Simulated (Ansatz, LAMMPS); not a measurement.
# Relaxing glassy 66P2O5-34MgO (mol %) (153 atoms), part 2 of 2

Wanted: the relaxed structure of glassy 66P2O5-34MgO (mol %) (153 atoms) and its electronic structure.

Ansatz 0.2.0; Kohn-Sham DFT, PBE, PAW (set soft_2), plane waves.

The cell: 38 P, 10 Mg and 105 O. The quench rate of 50 K/ps is many orders above laboratory rates. The network of bonds at the start is that of the classical potential that made the cell. The Brillouin zone is sampled at Γ only, in a cell whose shortest periodic width is 13 Å.

So far, density (g/cm³): step 5 (structure statistics after relaxation) 2.48.

### Step 6. Single point at the relaxed geometry

One more single point at the end of the walk gives the fuller output and checks the residual forces.

input.yaml

```yaml
crystal:
  lattice:
    - [12.74765, 0.0, 0.0]
    - [0.0, 12.74765, 0.0]
    - [0.0, 0.0, 12.74765]
  atoms:
    - { symbol: P, position: [0.01986, 0.15487, 0.90744] }
    - { symbol: P, position: [0.55239, 0.46656, 0.93503] }
    - { symbol: P, position: [0.21902, 0.28175, 0.21198] }
    - { symbol: P, position: [0.52224, 0.11488, 0.70023] }
    - { symbol: P, position: [0.89039, 0.08475, 0.29287] }
    - { symbol: P, position: [0.65739, 0.12741, 0.05119] }
    - { symbol: P, position: [0.34292, 0.58727, 0.90121] }
    - { symbol: P, position: [0.13352, 0.55959, 0.00818] }
    - { symbol: P, position: [0.45882, 0.41931, 0.64672] }
    - { symbol: P, position: [0.90615, 0.62241, 0.29516] }
    - { symbol: P, position: [0.64684, 0.80881, 0.47459] }
    - { symbol: P, position: [0.97321, 0.28128, 0.20269] }
    - { symbol: P, position: [0.12596, 0.59129, 0.35565] }
    - { symbol: P, position: [0.22171, 0.70355, 0.53814] }
    - { symbol: P, position: [0.68871, 0.73543, 0.05676] }
    - { symbol: P, position: [0.4282, 0.80237, 0.55909] }
    - { symbol: P, position: [0.02312, 0.75898, 0.9651] }
    - { symbol: P, position: [0.81865, 0.71861, 0.84603] }
    - { symbol: P, position: [0.04946, 0.39528, 0.85366] }
    - { symbol: P, position: [0.55582, 0.62779, 0.67162] }
    - { symbol: P, position: [0.0884, 0.31996, 0.5254] }
    - { symbol: P, position: [0.15194, 0.0606, 0.749] }
    - { symbol: P, position: [0.33203, 0.99684, 0.41258] }
    - { symbol: P, position: [0.44244, 0.02774, 0.0108] }
    - { symbol: P, position: [0.83983, 0.0266, 0.94755] }
    - { symbol: P, position: [0.72406, 0.18242, 0.43005] }
    - { symbol: P, position: [0.71545, 0.87922, 0.69699] }
    - { symbol: P, position: [0.30782, 0.50115, 0.24936] }
    - { symbol: P, position: [0.51989, 0.10498, 0.33071] }
    - { symbol: P, position: [0.3358, 0.91087, 0.17625] }
    - { symbol: P, position: [0.32569, 0.23578, 0.01075] }
    - { symbol: P, position: [0.46302, 0.45283, 0.41627] }
    [... 115 atom lines left out ...]
    - { symbol: O, position: [0.53009, 0.36521, 0.38977] }
    - { symbol: O, position: [0.3489, 0.45589, 0.35672] }
    - { symbol: O, position: [0.57209, 0.7363, 0.04508] }
    - { symbol: O, position: [0.62421, 0.90152, 0.76516] }
    - { symbol: O, position: [0.56344, 0.99602, 0.31422] }
    - { symbol: O, position: [0.68372, 0.54114, 0.31524] }
kpoints:
  mp_grid: { grid: [1, 1, 1] }
hamiltonian:
  xc: pbe
scf:
  occupations: { method: fermi_dirac, width: 0.05 }
output:
  forces: true
  stress: true
  populations: true
  dos:
    method: { smearing: { sigma: 0.08 } }
    de: 0.1
    projected: { site_lists: { Mg: [Mg], O: [O], P: [P] } }
  eigenvalues: true
  write_density: true
  write_potential: true
  volumetric_format: npy
  elf: true
```

Started as:

```bash
ansatz run input.yaml --threads 4 --pin off --max-ram 8192MiB --backend cpu --events-out ev --progress --plain --runs-dir out
```

The job ended after 77 s (4 threads of Arm Neoverse V1, shared host; peak memory 3.3 GiB).

The program notes that the exchange-correlation potential is rough where the density is thin.

Read from the output:

```yaml
free_energy: -107593.9115 eV
free_energy_per_atom: -703.2282 eV/atom
scf_cycles: 10
pressure: -0.5994 GPa
r_m_s_force_component: 0.00424 eV/Å
longest_force: 0.02416 eV/Å
fermi_energy: 4.853 eV
spacing_of_highest_filled_and_lowest_empty_level: 3.61 eV
spilling_of_the_projection: 0.01644
```

Löwdin charges by element and coordination (they lack the spilled electrons, 0.099 e an atom on average):

```
element  coordination  atoms  mean charge (e)  spread   least    most
     Mg           all     10             1.65  0.0074    1.64    1.66
     Mg             4      4             1.65  0.0072    1.65    1.66
     Mg             5      5             1.64  0.0043    1.64    1.65
     Mg             6      1             1.64       0    1.64    1.64
      O           all    105           -0.800  0.0862  -0.983  -0.678
      O             1     16           -0.773  0.0364  -0.820  -0.702
      O             2     85           -0.800  0.0882  -0.956  -0.678
      O             3      4           -0.919  0.0852  -0.983  -0.774
      P           all     38             2.18  0.0474    2.05    2.30
      P             3      2             2.08  0.0361    2.05    2.12
      P             4     35             2.18  0.0419    2.11    2.30
      P             5      1             2.14       0    2.14    2.14
```

States in the cell by windows of 1 eV, zero at the Fermi level; the larger projections on atomic orbitals stand beside the total:

```
from (eV)  to (eV)  total   O p   P p  O s
      -10       -9   12.6   8.4   1.7  1.3
       -9       -8   41.8  29.3   4.3  5.4
       -8       -7   67.2  51.2   6.7  6.6
       -7       -6   83.9  70.3   6.2  4.7
       -6       -5   83.4  74.2   3.7  3.0
       -5       -4   94.3  86.6   3.3  2.0
       -4       -3  101.9  95.8   3.0  0.9
       -3       -2   55.3  52.6   1.2  0.3
       -2       -1    3.8   3.6   0.1  0.0
       -1        1    0.0   0.0   0.0  0.0
        1        2    2.0   0.2   0.1  0.5
        2        3    9.8   1.7   1.2  1.6
        3        4   24.2   4.7   5.9  3.3
        4        5   40.5   6.4  12.4  4.8
```

The curve was stored every 0.10 eV, coarse against its broadening of 0.08 eV, so these counts are rough.

Between -26 and -10 eV lie 296 more states.

About 80 of the 920 electrons lie in deeper levels, below the stored range.

The levels nearest the highest filled one (over half full), pooled over k-points and spins:

```
level less the highest filled one (eV)  occupation
                                -0.396           2
                                -0.309           2
                                -0.299           2
                                -0.244           2
                                -0.178           2
                                     0           2
                                  3.61           0
                                  4.32           0
                                  4.48           0
                                  4.55           0
                                  4.61           0
                                  4.75           0
```

Electrostatic potential energy in the bc plane at fractional x = 0.226, with atoms of P and Mg and O within 0.2 Å of it. With pseudopotentials it is smooth inside the atoms' cores, unlike the true potential.

Values in eV, 13 rows by 16 columns, each cell a mean:
```
 -2   7   8   6   5   9   9   8   1 -10   6   9   9   8   3  -8
-11   8   9   7   2   9   9   9   8   7   8   9  10   9   8  -4
-19   3   6   5   5   7   8   7   4   6  10  10  10  10  10  -5
  1  -1 -18  -3   4   6   1 -23 -11   7  10  10  10  10  10   8
  8   8   1   7   8   8   1 -25 -12 -13  -4   4   3   5   9   9
 10  10  10  10  10   5  -4   6   6 -19 -29 -34 -16   0   9  10
  0   7  11  11  10   9   9  10   9   6 -12 -27  -5   8   9   9
-31  -7  11  11  10  10  10   9   8   5   4   5   7   9   9   5
  7  10  11   9   8   8   8   6   3 -12   2   8   9   9   9   9
 10  10   9  -2 -24 -10  -4  -1  -5 -31  -4   9   9   9   8   9
  9  10   8  -8 -36 -20 -31  -9   4   7   9  10   9   8   3  -3
  6   9   8 -22 -25   5   7   8   8   8   9   9   9   9  -7 -29
  1   7   7  -3  -2   8   9   8  -2 -16   7   9   9   8   5  -4
```
Columns run along b (12.7 Å; values clipped at the 3rd and 97th percentile), rows up along c (12.7 Å). Atoms in or near the plane, at fractional coordinates: P at (0.28, 0.21), P at (0.70, 0.54), Mg at (0.48, 0.68), O at (0.04, 0.43), O at (0.41, 0.20), O at (0.95, 0.12), O at (0.24, 0.09), O at (0.00, 0.83), O at (0.59, 0.28), O at (0.61, 0.60).

Valence density in the bc plane at fractional x = 0.226, with atoms of P and Mg and O within 0.2 Å of it. It is the smooth field of the valence electrons, not physical close to the nuclei.

Ten steps, logarithmic in the rise over the least value, from '0' (0 e/Å³) to '9' (22 e/Å³), each cell a mean:
```
100000011110000000235531000000000023
100000012331000000012210000000000001
331000013331000000011100000000000023
753100001110000000122100000000000136
653110000000000001233210000000000135
322222221000000001122100000000000012
111245542000000257510000000000000000
001235531000000389731111000000000000
000012210000011246423554211233210000
000000000001233210025775422344310000
000000000001244210013454312333210000
111000000000122100000122212211000000
454200000000000000000001222100000002
676410000000000000000001221000000013
555310000000000000000111110000000012
111000011110000000012331000000000000
000000123321000000135663100000000000
000000123332222221235764100000000000
000000012212346642122331000000000000
100000012322346652100000000000002333
310000135542123321000000000000013676
210000257752100000000000000000013565
100000135541000000123320000000001232
100000012210000000245541000000000012
```
Columns run along b (12.7 Å), rows up along c (12.7 Å). Atoms in or near the plane, at fractional coordinates: P at (0.28, 0.21), P at (0.70, 0.54), Mg at (0.48, 0.68), O at (0.04, 0.43), O at (0.41, 0.20), O at (0.95, 0.12), O at (0.24, 0.09), O at (0.00, 0.83), O at (0.59, 0.28), O at (0.61, 0.60).

Mean Löwdin charges: Mg +1.65, O -0.80, P +2.18 e (they miss 1.6 % of the electrons, so they add up to more than the cell's charge).

The surroundings of O106, which has 1 bonded neighbour where the commonest count for O is 2, nearest first, numbered as they follow in the input and with coordinates relative to it.

```
atom      x      y      z  distance (Å)  bonds  Löwdin charge (e)
O106   0.00   0.00   0.00          0.00      1              -0.73
  P3  -0.86   0.59  -1.01          1.45      4               2.17
 O73  -2.39   0.45  -0.70          2.53      2              -0.74
 O65  -0.57   2.24  -1.19          2.60      2              -0.72
O103  -0.76   0.09  -2.53          2.64      2              -0.72
 O90   2.64  -0.78  -0.62          2.82      1              -0.77
O110   1.69  -1.89   1.52          2.95      2              -0.71
O149   0.80   2.81   0.84          3.04      2              -0.72
 O55  -0.81  -2.53   1.71          3.16      2              -0.86
 O62  -2.24  -0.30   2.53          3.40      2              -0.84
 P29   2.98  -1.66   0.50          3.44      4               2.13
 P28   0.27   3.39  -0.53          3.44      4               2.23
 P23   0.58  -3.04   1.55          3.46      4               2.21
O135   1.69   0.65  -3.03          3.53      1              -0.77
 P31   0.50   0.01  -3.57          3.61      4               2.12
```

The column of bonds counts only the pairs O-P within 2.11 Å, O-Mg within 2.58 Å; other neighbours, such as metal atoms beside each other in a compound, aren't counted, and periodic images can show an atom twice.

### Step 7. What came out

```yaml
energy_change_in_the_relaxation: -154.8 meV/atom
r_m_s_displacement: 0.678 Å
largest_displacement: 1.946 Å
free_energy_per_atom: -703.2282 eV/atom
pressure: -0.5994 GPa
r_m_s_force_component: 0.00424 eV/Å
spacing_of_highest_filled_and_lowest_empty_level: 3.61 eV
wall_time_of_the_3_dft_runs: 26 min
```

What this shows: Relaxation lowers the energy by 155 meV/atom and moves atoms by 0.68 Å r.m.s.; the r.m.s. force component goes from 1.7 to 0.0042 eV/Å, the pressure goes from 2.2 to -0.60 GPa, and the gap from 0.735 to 3.61 eV. By the final cutoffs 6 of 198 bonded pairs parted and 6 joined. First to last step the energy falls by 23.688 eV; the largest move, 1.95 Å, is that of O112. The O-Mg bonds change most in mean length: from 2.098 Å (spread 0.135) to 2.059 Å (spread 0.121), and their number from 43 to 47. Counting bonds as in the table, 50 % of Mg atoms have 5, 81 % of O atoms have 2 and 92 % of P atoms have 4 bonded neighbours. 44 % of the oxygens bridge two formers (P) and 56 % are non-bridging. Filled and empty levels are parted by 3.61 eV (at Γ alone); a semilocal functional tends to put such gaps too low. In a disordered cell it changes from sample to sample, and tail or defect levels can set it.

Caveats: The starting topology of bonds comes from the classical model; in DFT 6 of its 198 bonded pairs passed out of the cutoffs and 6 came within them. The stress is far from hydrostatic: its diagonal is -0.1, -2.5, 0.9 GPa, compression counted positive.

[Logs are printed without paths, hosts, clocks, repeated set-up lines and the standing remarks that a program may print on its own settings, such as how far it seeks lower states.]

[Hosts, paths, dates, database ids (printed as entryN), source tags and the programs' standing remarks are cut or masked in the printed files.]
